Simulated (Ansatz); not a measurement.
# Structural relaxation of glassy Ca3Al2Si3O12 (100 atoms), part 2 of 2

How does glassy Ca3Al2Si3O12 (100 atoms) relax, and what do bonds, charges and levels look like afterwards?

Ansatz 0.2.0; Kohn-Sham DFT, PBE, PAW (set soft_2), plane waves.

The cell: 10 Al, 15 Ca, 60 O and 15 Si. The quench rate of 20 K/ps far exceeds what a furnace or splat quench reaches. The starting topology of bonds comes from the classical model. Only the Γ point is sampled, in a cell whose shortest periodic width is 11 Å.

So far, density (g/cm³): step 4 (structure statistics after relaxation) 2.90.

### Step 5. Single point at the relaxed geometry

One more single point at the end of the walk gives the fuller output and checks the residual forces.

Contents of input.yaml:

```yaml
crystal:
  lattice:
    - [10.88567, 0.0, 0.0]
    - [0.0, 10.88567, 0.0]
    - [0.0, 0.0, 10.88567]
  atoms:
    - { symbol: Al, position: [0.85595, 0.03957, 0.05068] }
    - { symbol: Al, position: [0.0336, 0.33058, 0.7602] }
    - { symbol: Al, position: [0.5342, 0.07174, 0.55893] }
    - { symbol: Al, position: [0.93512, 0.71256, 0.21379] }
    [... 90 atom lines left out ...]
    - { symbol: Si, position: [0.64919, 0.28786, 0.21085] }
    - { symbol: Si, position: [0.71243, 0.86505, 0.48735] }
    - { symbol: Si, position: [0.22167, 0.68597, 0.12928] }
    - { symbol: Si, position: [0.98282, 0.85625, 0.47248] }
    - { symbol: Si, position: [0.95516, 0.86232, 0.86458] }
    - { symbol: Si, position: [0.64693, 0.72366, 0.13397] }
kpoints:
  mp_grid: { grid: [1, 1, 1] }
hamiltonian:
  xc: pbe
scf:
  occupations: { method: fixed }
output:
  forces: true
  stress: true
  populations: true
  dos:
    method: { smearing: { sigma: 0.08 } }
    de: 0.1
    projected: { site_lists: { Al: [Al], Ca: [Ca], O: [O], Si: [Si] } }
  eigenvalues: true
  write_density: true
  write_potential: true
  volumetric_format: npy
```

Started as:

```sh
ansatz run input.yaml --threads 4 --pin off --max-ram 8192MiB --backend cpu --events-out ev --progress --plain --runs-dir out
```

Run time: 15 s. Hardware: 4 threads of Intel Xeon Platinum 8375C at 2.90GHz (Ice Lake), shared host; peak memory 1.8 GiB.

The run gave:

* free energy: -76352.0153 eV
* free energy per atom: -763.5202 eV/atom
* SCF cycles: 10
* pressure: 2.526 GPa
* r.m.s. force component: 0.0062 eV/Å
* longest force: 0.02312 eV/Å
* Fermi energy: 5.266 eV
* gap (highest filled to lowest empty level): 3.893 eV
* spilling of the projection: 0.01349

Löwdin charges by element and coordination (they lack the spilled electrons, 0.081 e an atom on average):

```
element  coordination  atoms  mean charge (e)  spread   least    most
     Al           all     10             1.26  0.0522    1.15    1.32
     Al             4      7             1.29  0.0198    1.26    1.32
     Al             5      3             1.18  0.0198    1.15    1.20
     Ca           all     15             1.77  0.0176    1.73    1.80
     Ca             5      7             1.78  0.0219    1.73    1.80
     Ca             6      5             1.77   0.012    1.76    1.78
     Ca             7      3             1.77  0.0069    1.76    1.77
      O           all     60           -0.928   0.104   -1.33  -0.771
      O             2     10           -0.821  0.0334  -0.858  -0.771
      O             3     33           -0.912  0.0705   -1.05  -0.800
      O             4     15            -1.01   0.112   -1.33  -0.862
      O             5      2            -1.10  0.0309   -1.13   -1.07
     Si           all     15             1.64  0.0518    1.54    1.73
```

States in the cell by windows of 1 eV, zero at the Fermi level; the larger projections on atomic orbitals stand beside the total:

```
from (eV)  to (eV)  total   O p  Si p   O s
      -18      -17   31.7   0.5   2.5  22.8
      -17      -16   38.6   0.5   3.2  29.0
      -16      -15    5.7   0.0   0.2   4.6
      -15      -14    2.1   0.0   0.0   1.8
      -14      -10    0.0   0.0   0.0   0.0
      -10       -9    2.0   1.3   0.1   0.1
       -9       -8    8.3   5.6   0.6   0.5
       -8       -7    8.4   6.0   0.7   0.4
       -7       -6   20.4  14.9   1.5   0.9
       -6       -5   26.8  20.4   2.6   1.0
       -5       -4   45.8  36.6   3.7   1.7
       -4       -3   55.3  47.2   2.5   1.4
       -3       -2   69.5  63.8   1.1   0.8
       -2       -1   78.5  73.8   0.8   0.5
       -1        0   44.6  42.3   0.2   0.1
        0        1    0.4   0.4   0.0   0.0
        1        3    0.0   0.0   0.0   0.0
        3        4    2.0   0.0   0.0   0.5
        4        5    0.2   0.0   0.0   0.0
```

The curve was stored every 0.100 eV, coarse against its broadening of 0.08 eV, so these counts are rough.

With fixed occupations the program's Fermi level is the highest filled level; weight inside the gap is the broadening of levels at its edges.

Between -26 and -18 eV lie 132 more states.

About 30 of the 600 electrons lie in deeper levels, below the stored range.

The levels nearest the highest filled one (over half full), pooled over k-points and spins:

```
level less the highest filled one (eV)  occupation
                                -0.316           2
                                -0.276           2
                                -0.230           2
                                -0.214           2
                                -0.143           2
                                     0           2
                                  3.89           0
                                  5.12           0
                                  5.37           0
                                  5.50           0
                                  5.55           0
                                  5.65           0
```

Electrostatic potential energy in the bc plane at fractional x = 0.018, with atoms of Al and Ca and O and Si within 0.2 Å of it. With pseudopotentials it is smooth inside the atoms' cores, unlike the true potential.

Ten even steps from '0' (-37 eV) to '9' (11 eV), each cell a mean:
```
9999986656899999998999999998536
9999999888999999988885247877789
9999999999999963477871005634689
9999999987778710058885247633689
9999999865656731279889998875237
9999999856765888898888999984016
9999977865656899998878899998568
9999733787678999998878899999999
9999877999999999998888999999999
9999999999998777899999999999999
8999999999986212589999998777899
2499999999984000279999997411573
0389989999875000489999986100362
6788667897336656799999997412587
9873113787458988999999997567899
9850000589999999999999972149999
9862002689999999999999984369999
9986556899999999999988888999999
9998888999988999999987678999999
9999999999522689999976788999999
9999998887200489999964789999999
9999986556523799999987999999999
9999865675689999999999999999989
9999865675689999999999999999536
```
Columns run along b (10.9 Å; values clipped at the 3rd and 97th percentile), rows up along c (10.9 Å). Atoms in or near the plane, at fractional coordinates: Al at (0.33, 0.76), Ca at (0.15, 0.34), O at (0.37, 0.14), O at (0.50, 0.84), O at (0.72, 0.89), Si at (0.46, 0.50).

Valence density in the bc plane at fractional x = 0.018, with atoms of Al and Ca and O and Si within 0.2 Å of it. It is the smooth field of the valence electrons, not physical close to the nuclei.

Values in e/Å³, 13 rows by 16 columns, each cell a mean:
```
0.2 0.0 0.1 0.2 0.3 0.2 0.1 0.1 0.2 0.1 0.4 1.4 0.7 0.2 0.9 1.3
0.1 0.0 0.0 0.1 0.3 0.2 0.3 2.3 3.0 0.5 0.9 4.6 2.0 0.4 0.4 0.3
0.2 0.0 0.1 0.1 0.1 0.1 0.3 2.4 2.9 0.4 0.2 0.5 0.3 0.5 2.4 1.7
0.2 0.2 0.9 1.1 0.3 0.1 0.2 0.2 0.2 0.1 0.2 0.1 0.0 0.2 1.5 1.2
0.1 0.2 1.1 1.2 0.2 0.1 0.4 0.3 0.1 0.1 0.1 0.1 0.1 0.1 0.1 0.1
0.5 0.1 0.1 0.1 0.1 0.1 0.3 0.3 0.2 0.1 0.0 0.1 0.5 0.4 0.2 0.3
3.5 0.5 0.1 0.0 0.2 0.6 0.5 0.2 0.3 0.2 0.1 0.1 0.5 0.4 0.4 2.1
0.9 0.5 1.4 0.6 0.6 2.3 1.1 0.2 0.2 0.1 0.1 0.1 0.5 0.7 0.3 0.6
0.1 1.6 5.7 2.4 0.2 0.5 0.2 0.1 0.1 0.1 0.0 0.3 2.3 2.5 0.3 0.1
0.0 0.3 1.2 0.5 0.1 0.1 0.1 0.1 0.1 0.1 0.1 0.2 0.6 0.5 0.1 0.0
0.0 0.1 0.1 0.1 0.2 1.9 2.7 0.4 0.1 0.1 0.7 0.8 0.2 0.0 0.0 0.0
0.0 0.1 0.2 0.2 0.3 2.5 3.4 0.4 0.1 0.1 0.9 0.9 0.2 0.0 0.1 0.1
0.2 0.1 0.1 0.1 0.1 0.2 0.2 0.1 0.0 0.1 0.1 0.1 0.1 0.1 0.8 1.3
```
Columns run along b (10.9 Å), rows up along c (10.9 Å). Atoms in or near the plane, at fractional coordinates: Al at (0.33, 0.76), Ca at (0.15, 0.34), O at (0.37, 0.14), O at (0.50, 0.84), O at (0.72, 0.89), Si at (0.46, 0.50).

Mean Löwdin charges: Al +1.26, Ca +1.77, O -0.93, Si +1.64 e (they miss 1.3 % of the electrons, so they add up to more than the cell's charge).

The surroundings of O40, which has 2 bonded neighbours where the commonest count for O is 3, nearest first, numbered as they follow in the input and with coordinates relative to it.

```
atom      x      y      z  distance (Å)  bonds  Löwdin charge (e)
 O40   0.00   0.00   0.00          0.00      2              -0.84
Si99  -1.05  -0.66   1.06          1.63      4               1.68
 Al5   1.00   1.32  -0.66          1.78      4               1.26
 O28  -0.86   0.20   2.45          2.60      3              -0.88
 O52  -0.56  -2.21   1.32          2.64      3              -0.81
 O47   2.27   1.51   0.64          2.80      3              -0.90
 O61  -2.62  -0.77   0.62          2.81      3              -0.80
 O59   0.47  -1.49  -2.43          2.89      3              -0.90
 O34   0.15   2.82  -0.97          2.99      4              -0.99
Ca11   1.56   0.60   2.67          3.15      5               1.79
Ca21   0.72  -2.99  -0.72          3.16      5               1.79
 O79   2.01   1.25  -2.13          3.18      3              -0.87
 O42  -0.67   0.89  -3.10          3.29      3              -1.00
Si98  -0.74  -0.73  -3.21          3.38      4               1.66
```

The column of bonds counts only the pairs O-Ca within 2.83 Å, O-Si within 2.08 Å, O-Al within 2.48 Å; other neighbours, such as metal atoms beside each other in a compound, aren't counted, and periodic images can show an atom twice.

### Step 6. Outcome

* energy change in the relaxation: -87.59 meV/atom
* r.m.s. displacement: 0.258 Å
* largest displacement: 0.569 Å
* free energy per atom: -763.5202 eV/atom
* pressure: 2.526 GPa
* r.m.s. force component: 0.0062 eV/Å
* gap (highest filled to lowest empty level): 3.893 eV
* wall time of the 3 DFT runs: 2.3 min

Relaxation lowers the energy by 87.6 meV/atom and moves atoms by 0.26 Å r.m.s.; the r.m.s. force component goes from 1.3 to 0.0062 eV/Å, the pressure goes from 7.4 to 2.5 GPa, and the gap from 3.19 to 3.89 eV. By the final cutoffs 5 of 188 bonded pairs parted and 6 joined. From the first step to the last the energy fell by 8.759 eV, and the largest move was 0.57 Å (O65). The O-Ca bonds go from 2.445 Å (spread 0.146) to 2.402 Å (spread 0.141), and their number from 83 to 86. By these cutoffs 70 % of Al atoms have 4, 47 % of Ca atoms have 5, 55 % of O atoms have 3 and all Si atoms have 4 bonded neighbours. 67 % of the oxygens bridge two formers (Si and Al) and 28 % are non-bridging; 3 % join three; 2 % join none. Between filled and empty levels lie 3.89 eV (at Γ alone); a semilocal functional tends to put such gaps too low. In a disordered cell it changes from sample to sample, and tail or defect levels can set it.

**Limits.** The starting topology of bonds comes from the classical model; in DFT 5 of its 188 bonded pairs passed out of the cutoffs and 6 came within them. The pressure of 2.5 GPa shows the cell to be compressed for this functional.

Against the measurements quoted at the start:

```
             quantity  measured  this cell  difference  method of the measurement
nearest Ca–O distance     2.4 Å     2.34 Å      -2.5 %          X-ray diffraction
```

The cell differs from the measured distances by up to 2.5 %. Distances of this cell are positions of the first main peak of g(r), or bond means where the peak is narrow; means over all bonds within a cutoff lie farther out for broad shells. The network comes from the model that made the cell; in DFT 5 of its 188 bonded pairs passed out of the cutoffs and 6 came within them.

[Logs are printed without paths, hosts, clocks, repeated set-up lines and the standing remarks that a program may print on its own settings, such as how far it seeks lower states.]

[Hosts, paths, dates, database ids (printed as entryN), source tags and the programs' standing remarks are cut or masked in the printed files.]
